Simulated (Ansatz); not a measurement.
# The graphene bilayer (AB) between two gates, part 2 of 3

How do the bands of the graphene bilayer (AB) follow a displacement field between two gates?

Ansatz 0.2.0; plane-wave DFT, LDA, Ansatz PAW.

So far. Step 2 (Relaxation): The lattice constant a goes from 2.467 to 2.445 Å.

### 3. Gated layer, displacement field 0

The slab is cut off from its images along the normal. Two sheets of opposite charge stand for the gates, so the stack stays neutral in a displacement field; barriers ahead of the sheets keep electrons from leaking to them. The uncharged case sets the zero.

The cell differs from the one that the last finished run ended in (c 30.500 → 36.716 Å).

Contents of input.yaml:

```yaml
crystal:
  lattice:
    - [2.4448107933, 0.0, 0.0]
    - [-1.2224053967, 2.1172682545, 0.0]
    - [0.0, 0.0, 36.7162766663]
  atoms:
    - { symbol: C, position: [0.6666666667, 0.3333333333, 0.454855965] }
    - { symbol: C, position: [0.3333333333, 0.6666666667, 0.4548391481] }
    - { symbol: C, position: [0.0, 0.0, 0.5451608519] }
    - { symbol: C, position: [0.6666666667, 0.3333333333, 0.545144035] }
  periodic: [true, true, false]
  symmetry: { detect: true }
kpoints:
  mp_grid: { grid: [66, 66, 1] }
  band_path:
    path: [[0, 0, 0], [0.5, 0, 0], [0.33333333, 0.33333333, 0], [0, 0, 0]]
    npoints: 16
hamiltonian:
  xc: lda
scf:
  occupations: { method: fermi_dirac, width: 0.02585 }
  convergence: { dr2_threshold: 1.0e-10 }
output:
  forces: true
  eigenvalues: true
  dos: { projected: true, e_range: [-3, 3], de: 0.01 }
  write_potential: true
  write_density: true
  volumetric_format: npy
  elf: true
external_charges:
  - { charge: 0, barrier: 10, axis: 3, height: 23.516, sigma: 0.25 }
  - { charge: 0, barrier: 10, axis: 3, height: 13.2, sigma: 0.25 }
```

On the command line:

```console
$ ansatz run input.yaml --threads 4 --pin off --max-ram 6144MiB --backend cpu --events-out ev --progress --plain --runs-dir out
```

Numbers of over 12 decimals in the logs are rounded to 6 here.

Output:

```text
[...]
Crystal: 4 atoms, lattice volume = 190.055 Å³
Basis set: ecut = 420 eV, 3585 PW (Γ)
Bands: 12, of which v1, the nominal top of the filled ones, is band 8 counted from 1 (7 counted from 0)
Symmetry: 6 space group operations
k-points: 397 of 4356 (time reversal used)
[...]
SCF iter   1: F=—  HF=-971.884784 eV  |F-HF|=—  |Δ(HF+E_count)|=         —  Δρ=2.77e-3  dr2=8.22e-3  ethr=1.77e-3  ⟨swp⟩=15.5  Hψ=58753  notcnv=0
[...]
SCF iter   9: F=-971.885012 eV  HF=-971.885012 eV  |F-HF|=6.25e-12  |Δ(HF+E_count)|=  1.78e-10  Δρ=2.38e-7  dr2=5.39e-11  ethr=1.00e-12  ⟨swp⟩=10.8  Hψ=43820  notcnv=0
SCF 1 converged in 9 iterations: F = -971.885012 eV  dr2 = 5.39e-11
[...]
NSCF: frozen V_eff on 49 k-points
[...]
SCF converged after 9 iterations
Free energy (F): -971.885012 eV
[...]
Internal energy: -971.884965 eV  (E = F + TS)
E sigma→0 (E₀):  -971.884989 eV
Entropy (-TS):   -0.000047 eV (-0.012 meV/atom)
Fermi energy:    -4.506709 eV
[...]
--- Forces (eV/Å), atoms and charges each counted from 1 ---
  atom   1  C      0.00000000    -0.00000000    -0.00237917
  atom   2  C     -0.00000000     0.00000000     0.00132624
  atom   3  C      0.00000000    -0.00000000    -0.00132654
  atom   4  C     -0.00000000     0.00000000     0.00237887
  external charge   1     0.00000000     0.00000000     0.00142614
  external charge   2     0.00000000     0.00000000    -0.00142471
  max |Σ_I F_I| component, the external charges' with the atoms': 8.19e-7 eV/Å
--- Band table (eV; the first three rows and the last of 397) ---
  k-point 0: bands = [... 4 lower, -7.5084, -7.5084, -7.4985, -7.4985, -0.6368, 0.3408, 2.9205, 3.9519]
  k-point 1: bands = [... 4 lower, -7.5309, -7.5209, -7.5207, -7.5107, -0.6297, 0.3480, 2.9267, 3.9550]
  k-point 2: bands = [... 4 lower, -7.5978, -7.5866, -7.5579, -7.5470, -0.6084, 0.3697, 2.9453, 3.9638]
  k-point 396: bands = [... 4 lower, -15.2667, -15.2667, -4.8671, -4.5090, -4.5090, -4.1287, 5.8540, 5.8540]
```

Elapsed: 34 s, on 4 threads of Arm Neoverse V2, shared host; peak memory 1.1 GiB; 2.2 min of CPU time.

The column dr2 measures how far the density is from self-consistency, as an energy; F and HF (Harris–Foulkes) agree once it is small.

This step gave:

```
potential beyond the upper barrier and gate, less the barrier, from the Fermi level : 4.507 eV
```

Running mean over a fixed 2.8 Å (it still follows the layers) of the planar mean; beyond a gate it holds the 10 eV model barrier. Table of electron's electrostatic potential energy less the Fermi level by z:

z (Å), electron's electrostatic potential energy less the Fermi level (eV) and a bar from the least value:
```
        4       14.5 ##############################
        5       14.5 ##############################
        6       14.5 ##############################
        7       14.5 ##############################
        8       14.5 ##############################
        9       14.5 ##############################
       10       14.5 ##############################
       11       14.5 ##############################
       12       13.7 #############################
       13       10.2 ########################
       14        6.6 ###################
       15        1.7 #############
       16       -6.9 #
       17       -7.4 
       18       -3.6 #####
       19       -5.7 ##
       20       -7.5 
       21       -5.7 ##
       22        3.6 ###############
       23        7.6 #####################
       24       11.2 ##########################
       25       14.3 ##############################
       26       14.5 ##############################
       27       14.5 ##############################
       28       14.5 ##############################
       29       14.5 ##############################
       30       14.5 ##############################
       31       14.5 ##############################
       32       14.5 ##############################
       33       14.5 ##############################
```

The density of states has structure finer than the step of the table below, so its rows give means over 0.2 eV, whole bins alone (the curve runs from -3 to 1.99 eV). Peaks (eV: height): -2.62: 1.18, -2.23: 1.36, 1.50: 1.60, 1.89: 1.39.

The density of states by energy, zero at the Fermi level; means over each step:

```
energy (eV)  density of states (states/eV a cell)
       -2.8                                 0.781
       -2.6                                 0.919
       -2.4                                 0.828
       -2.2                                 0.946
       -2.0                                 0.648
       -1.8                                 0.514
       -1.6                                 0.423
       -1.4                                 0.349
       -1.2                                 0.288
       -1.0                                 0.233
       -0.8                                 0.184
       -0.6                                 0.138
       -0.4                                0.0853
       -0.2                                0.0487
        0.0                                0.0183
        0.2                                0.0391
        0.4                                0.0756
        0.6                                 0.138
        0.8                                 0.197
        1.0                                 0.273
        1.2                                 0.383
        1.4                                 0.727
        1.6                                 0.954
        1.8                                 0.917
```

Projected DOS per atom over height of the atomic layer and energy from the Fermi level. Layers: C2 C2 from below.

Ten even steps from '_' (0.005 states/eV) to '@' (0.233 states/eV), each cell a mean:
```
@@@@
%%%%
%%%%
----
::::
....
....
____
____
____
____
....
....
::::
----
====
++++
****
@@@@
%%%%
@@@@
####
```
Columns: height of the atomic layer (Å) from 16.7 to 20.0; rows upwards: energy from the Fermi level (eV) from -2.98 to 1.97.

Electronic bands along the path, in eV, zero at the Fermi level:

```
  point  band 5  band 6  band 7  band 8  band 9  band 10  band 11  band 12
      Γ   -3.00   -3.00   -2.99   -2.99    3.87     4.85     7.43     8.46
halfway   -6.53   -5.52   -5.07   -5.05    5.80     6.72     7.26     7.52
      M   -6.48   -6.45   -2.62   -2.23    1.49     1.88     7.61     7.84
halfway   -8.30   -8.25   -2.01   -1.62    1.38     1.58    10.06    10.37
      K  -10.76  -10.76   -0.36    0.00    0.00     0.38    10.36    10.36
halfway   -6.47   -6.45   -5.94   -4.96    6.36     6.46     6.62     7.44
      Γ   -3.00   -3.00   -2.99   -2.99    3.87     4.85     7.43     8.46
```

The electronic bands as a text plot (rows in eV, shown from -8.0 to 7.4 only):

```
    7.0 |          ***                             *  *
    6.4 |        ****                               ** **
    5.8 |      **  * *                             *  *  ***
    5.1 |****** ***  ***                           *   ***  *****
    4.5 |    ***      **                         **       ***
    3.8 |****           *                       *            ****
    3.2 |                *                     *
    2.6 |                ***                   *
    1.9 |                 *********          **
    1.3 |                    **********     *
    0.6 |                             ******
    0.0 |                               **
   -0.6 |                             ******
   -1.3 |                           ***     *
   -1.9 |                    ********       ***
   -2.6 |                 ********           ***
   -3.2 |****            ***                   **            ****
   -3.8 |   ****      ****                      ***       ***
   -4.5 |    ** ***  *  *                        ***     ***
   -5.1 |      *   ** **                           *** ***
   -5.8 |       *********                           *****
   -6.4 |      *****    *******                     ********
   -7.0 |****** ****           ***                 *  ***   *****
   -7.7 |    ***   *              *              ** **   ****
         Γ                   M           K                      Γ
```

Valence density in the ca plane at fractional y = 0.333, with atoms of C within 0.2 Å of it. It is the smooth field of the valence electrons, not physical close to the nuclei.

Ten even steps from '0' (0.0 e/Å³) to '9' (1.9 e/Å³), each cell a mean:
```
00000000000000000002586200002586300000000000
00000000000000000002797310002698310000000000
00000000000000000003797310002698410000000000
00000000000000000002697300002697310000000000
00000000000000000002575200001476200000000000
00000000000000000001353100001354200000000000
00000000000000000001343100001343100000000000
00000000000000000001354100001354200000000000
```
Columns run along c (16.0 Å, from fractional 0.25 to 0.68 of the cell), rows up along a (2.4 Å). Atoms in or near the plane, at fractional coordinates: C at (0.45, 0.67), C at (0.55, 0.67).

ELF in the ca plane at fractional y = 0.333, with atoms of C within 0.2 Å of it. It is the smooth field of the valence electrons, not physical close to the nuclei.

Ten even steps from '0' (0.00) to '9' (0.78), each cell a mean:
```
00000000000000000258999841037999862100000000
00000000000000000368636851047745863100000000
00000000000000001367404751047513764100000000
00000000000000000258767851047767863100000000
00000000000000000247999841037999852000000000
00000000000000000136888630025788641000000000
00000000000000000135676520025676531000000000
00000000000000000136898630026898742000000000
```
Columns run along c (16.0 Å, from fractional 0.25 to 0.68 of the cell), rows up along a (2.4 Å). Atoms in or near the plane, at fractional coordinates: C at (0.45, 0.67), C at (0.55, 0.67).

Electrostatic potential energy in the ca plane at fractional y = 0.333, with atoms of C within 0.2 Å of it. With pseudopotentials it is smooth inside the atoms' cores, unlike the true potential.

Values in eV, 5 rows by 16 columns, each cell a mean:
```
 10  10  10  10   3   0  -1 -27 -15  -1 -15 -27  -1   0   3  10
 10  10  10  10   3   0  -2 -39 -25  -1 -25 -39  -2   0   3  10
 10  10  10  10   3   0  -1 -26 -14  -1 -14 -25  -1   0   3  10
 10  10  10  10   3   0  -1 -11  -7  -1  -6 -11  -1   0   3  10
 10  10  10  10   3   0  -1 -11  -6  -1  -7 -11  -1   0   3  10
```
Columns run along c (16.0 Å, from fractional 0.25 to 0.68 of the cell; values clipped at the 3rd and 97th percentile), rows up along a (2.4 Å). Atoms in or near the plane, at fractional coordinates: C at (0.45, 0.67), C at (0.55, 0.67).

There is no gap.

### 4. Gated layer, displacement field 0.905 V/nm

input.yaml, as its differences from that of step 3:

```diff
@@ -25,3 +25,2 @@
   eigenvalues: true
-  dos: { projected: true, e_range: [-3, 3], de: 0.01 }
   write_potential: true
@@ -29,5 +28,6 @@
   volumetric_format: npy
-  elf: true
 external_charges:
   - { charge: 0, barrier: 10, axis: 3, height: 23.516, sigma: 0.25 }
+  - { charge: -0.002588, axis: 3, height: 25.016, sigma: 0.5 }
   - { charge: 0, barrier: 10, axis: 3, height: 13.2, sigma: 0.25 }
+  - { charge: 0.002588, axis: 3, height: 11.7, sigma: 0.5 }
```

Output:

```text
[...]
Crystal: 4 atoms, lattice volume = 190.055 Å³
Basis set: ecut = 420 eV, 3585 PW (Γ)
Bands: 12, of which v1, the nominal top of the filled ones, is band 8 counted from 1 (7 counted from 0)
Symmetry: 6 space group operations
k-points: 397 of 4356 (time reversal used)
[...]
SCF iter   1: F=—  HF=-974.349613 eV  |F-HF|=—  |Δ(HF+E_count)|=         —  Δρ=5.87e-2  dr2=5.78e0  ethr=3.10e-3  ⟨swp⟩=14.5  Hψ=61991  notcnv=0
[...]
SCF iter  12: F=-971.884065 eV  HF=-971.884065 eV  |F-HF|=6.59e-12  |Δ(HF+E_count)|=  4.53e-10  Δρ=2.39e-7  dr2=7.89e-11  ethr=1.00e-12  ⟨swp⟩=16.3  Hψ=52867  notcnv=0
SCF 1 converged in 12 iterations: F = -971.884065 eV  dr2 = 7.89e-11
[...]
SCF converged after 12 iterations
Free energy (F): -971.884065 eV
[...]
Internal energy: -971.884027 eV  (E = F + TS)
E sigma→0 (E₀):  -971.884046 eV
Entropy (-TS):   -0.000038 eV (-0.010 meV/atom)
Fermi energy:    -4.505978 eV
[...]
--- Forces (eV/Å), atoms and charges each counted from 1 ---
  atom   1  C      0.00000000    -0.00000000    -0.00154042
  atom   2  C     -0.00000000     0.00000000     0.00054265
  atom   3  C      0.00000000    -0.00000000    -0.00197863
  atom   4  C     -0.00000000     0.00000000     0.00310598
  external charge   1     0.00000000     0.00000000     0.00136293
  external charge   2     0.00000000     0.00000000    -0.00011724
  external charge   3     0.00000000     0.00000000    -0.00149117
  external charge   4     0.00000000     0.00000000     0.00011689
  max |Σ_I F_I| component, the external charges' with the atoms': 1.00e-6 eV/Å
--- Band table (eV; the first three rows and the last of 397) ---
  k-point 0: bands = [... 4 lower, -7.5378, -7.5378, -7.4695, -7.4695, -0.6501, 0.3503, 2.9222, 3.9291]
  k-point 1: bands = [... 4 lower, -7.5602, -7.5502, -7.4919, -7.4818, -0.6430, 0.3575, 2.9284, 3.9325]
  k-point 2: bands = [... 4 lower, -7.6267, -7.5869, -7.5582, -7.5184, -0.6217, 0.3792, 2.9470, 3.9423]
  k-point 396: bands = [... 4 lower, -15.3011, -15.2328, -4.8691, -4.5442, -4.4741, -4.1272, 5.8164, 5.8901]
```

Wall time 39 s (4 threads); peak memory 1.1 GiB; 2.5 min of CPU time.

This step gave:

```yaml
gap_along_the_path: 0.07012 eV
smallest_direct_gap_along_the_path: 0.07012 eV
gap_the_smaller_of_path_and_mesh: 0.07012 eV
potential_beyond_the_upper_barrier_and_gate_less_the_barrier_from_the_fermi_level: 4.898 eV
```

The electronic bands at the labelled points (eV, zero at the Fermi level of the run, which the smearing sets inside the gap):

```
  point  band 5  band 6  band 7  band 8  band 9  band 10  band 11  band 12
      Γ   -3.03   -3.03   -2.96   -2.96    3.86     4.86     7.43     8.44
halfway   -6.53   -5.52   -5.10   -5.02    5.79     6.73     7.26     7.52
      M   -6.50   -6.43   -2.62   -2.23    1.48     1.88     7.61     7.85
halfway   -8.32   -8.23   -2.01   -1.62    1.37     1.58    10.05    10.38
      K  -10.80  -10.73   -0.36   -0.04    0.03     0.38    10.32    10.40
halfway   -6.49   -6.42   -5.94   -4.96    6.35     6.45     6.63     7.44
      Γ   -3.03   -3.03   -2.96   -2.96    3.86     4.86     7.43     8.44
```

The electronic bands as a text plot (rows in eV, shown from -8.0 to 6.0 only):

```
    5.7 |      ++  + +                             +  +  +++
    5.2 | +++++ +++  +++                           +   +++  ++++
    4.6 |+   +++      ++                         ++       ++    +
    4.0 |++++           +                       +           +++++
    3.4 |               ++                      +
    2.8 |                +++                   +
    2.2 |                 +++                ++
    1.6 |                   +++++++++       +++
    1.0 |                           +++   +++
    0.5 |                              +++++
   -0.1 |                              **+**
   -0.7 |                             *** **
   -1.3 |                           ***     *
   -1.9 |                      ******       ***
   -2.5 |                 ********           ***
   -3.1 |***             ****                  **            ****
   -3.6 |  ****         **                       **         ***
   -4.2 |    ****     ***                       *  *      ***
   -4.8 |      * *******                         ** **   ***
   -5.4 |          ***                             *  ****
   -6.0 |       *** * ****                          *****
   -6.6 |    *** ***     *******                    ***  ***
   -7.2 |****   ****            **                 *  ****  *****
   -7.7 |    ***                  *              ** **    ***
         Γ                   M           K                      Γ
```

The gap, the smaller of path and mesh, is 0.070 eV.

### 5. Gated layer, displacement field 1.81 V/nm

input.yaml, as its differences from that of step 4:

```diff
@@ -30,4 +30,4 @@
   - { charge: 0, barrier: 10, axis: 3, height: 23.516, sigma: 0.25 }
-  - { charge: -0.002588, axis: 3, height: 25.016, sigma: 0.5 }
+  - { charge: -0.005176, axis: 3, height: 25.016, sigma: 0.5 }
   - { charge: 0, barrier: 10, axis: 3, height: 13.2, sigma: 0.25 }
-  - { charge: 0.002588, axis: 3, height: 11.7, sigma: 0.5 }
+  - { charge: 0.005176, axis: 3, height: 11.7, sigma: 0.5 }
```

Output:

```text
[...]
Crystal: 4 atoms, lattice volume = 190.055 Å³
Basis set: ecut = 420 eV, 3585 PW (Γ)
Bands: 12, of which v1, the nominal top of the filled ones, is band 8 counted from 1 (7 counted from 0)
Symmetry: 6 space group operations
k-points: 397 of 4356 (time reversal used)
[...]
max |Σ_I F_I| component, the external charges' with the atoms': 2.97e-6 eV/Å
--- Band table (eV; the first three rows and the last of 397) ---
  k-point 0: bands = [... 4 lower, -7.5735, -7.5735, -7.4353, -7.4353, -0.6890, 0.3776, 2.9272, 3.8943]
  k-point 1: bands = [... 4 lower, -7.5959, -7.5859, -7.4576, -7.4476, -0.6818, 0.3848, 2.9334, 3.8978]
  k-point 2: bands = [... 4 lower, -7.6624, -7.6226, -7.5240, -7.4842, -0.6605, 0.4064, 2.9520, 3.9081]
  k-point 396: bands = [... 4 lower, -15.3372, -15.1980, -4.8752, -4.5813, -4.4384, -4.1224, 5.7762, 5.9253]
[key lines of the parts left out:]
SCF converged after 12 iterations
Free energy (F): -971.881218 eV
Fermi energy:    -4.503489 eV
```

Wall time 38 s (4 threads); peak memory 1.1 GiB.

Electronic bands along the path, in eV, zero at the Fermi level of the run, which the smearing sets inside the gap:

```
  point  band 5  band 6  band 7  band 8  band 9  band 10  band 11  band 12
      Γ   -3.07   -3.07   -2.93   -2.93    3.81     4.88     7.43     8.40
halfway   -6.54   -5.52   -5.13   -4.99    5.75     6.74     7.25     7.53
      M   -6.54   -6.39   -2.63   -2.22    1.47     1.89     7.59     7.86
halfway   -8.36   -8.21   -2.02   -1.62    1.35     1.60    10.04    10.38
      K  -10.83  -10.69   -0.37   -0.08    0.07     0.38    10.28    10.43
halfway   -6.53   -6.39   -5.95   -4.96    6.33     6.41     6.64     7.46
      Γ   -3.07   -3.07   -2.93   -2.93    3.81     4.88     7.43     8.40
```

The electronic bands as a text plot (rows in eV, shown from -8.1 to 6.1 only):

```
    5.8 |      ++  + +                             +  +  +++
    5.2 | +++++ +++  +++                           +   ++   ++++
    4.6 |+   +++      ++                         ++      +++    +
    4.0 |++++           +                       +           +++++
    3.4 |               ++                      +
    2.8 |                +++                   +
    2.2 |                 +++                ++
    1.6 |                   +++++++++       +++
    1.1 |                           +++   +++
    0.5 |                              +++++
   -0.1 |                              **+**
   -0.7 |                             *** **
   -1.3 |                           ***     *
   -1.9 |                      ******       ***
   -2.5 |                 ********           ***
   -3.1 |***             ****                  **            ****
   -3.7 |  ****         **                       **         ***
   -4.2 |    ****     ***                       *  *     ****
   -4.8 |      * *******                         ** ** *****
   -5.4 |       *  ***                             *  ****
   -6.0 |       *** * ******                        *****
   -6.6 |    *** ***     *******                    ***  ***
   -7.2 |****   ****            **                 *  ****  *****
   -7.8 |    ***                  *              ** **    ***
         Γ                   M           K                      Γ
```

The gap, the smaller of path and mesh, is 0.143 eV.

(Continued in part 3 of 3.)

[Logs are printed without paths, hosts, clocks, repeated set-up lines and the standing remarks that a program may print on its own settings, such as how far it seeks lower states.]

[Hosts, paths, dates, database ids (printed as entryN), source tags and the programs' standing remarks are cut or masked in the printed files.]

[Maps of the electrostatic potential energy from Ansatz leave out the sawtooth potential of an applied field or a dipole correction, so their vacuum need not be flat; planar profiles and work functions include it.]

[The density of states shown here was stored with 400 of the rows of the run's finer table, so its peaks can read low, often by over a quarter, or be missed, and its means over a window can be off by a tenth or more.]
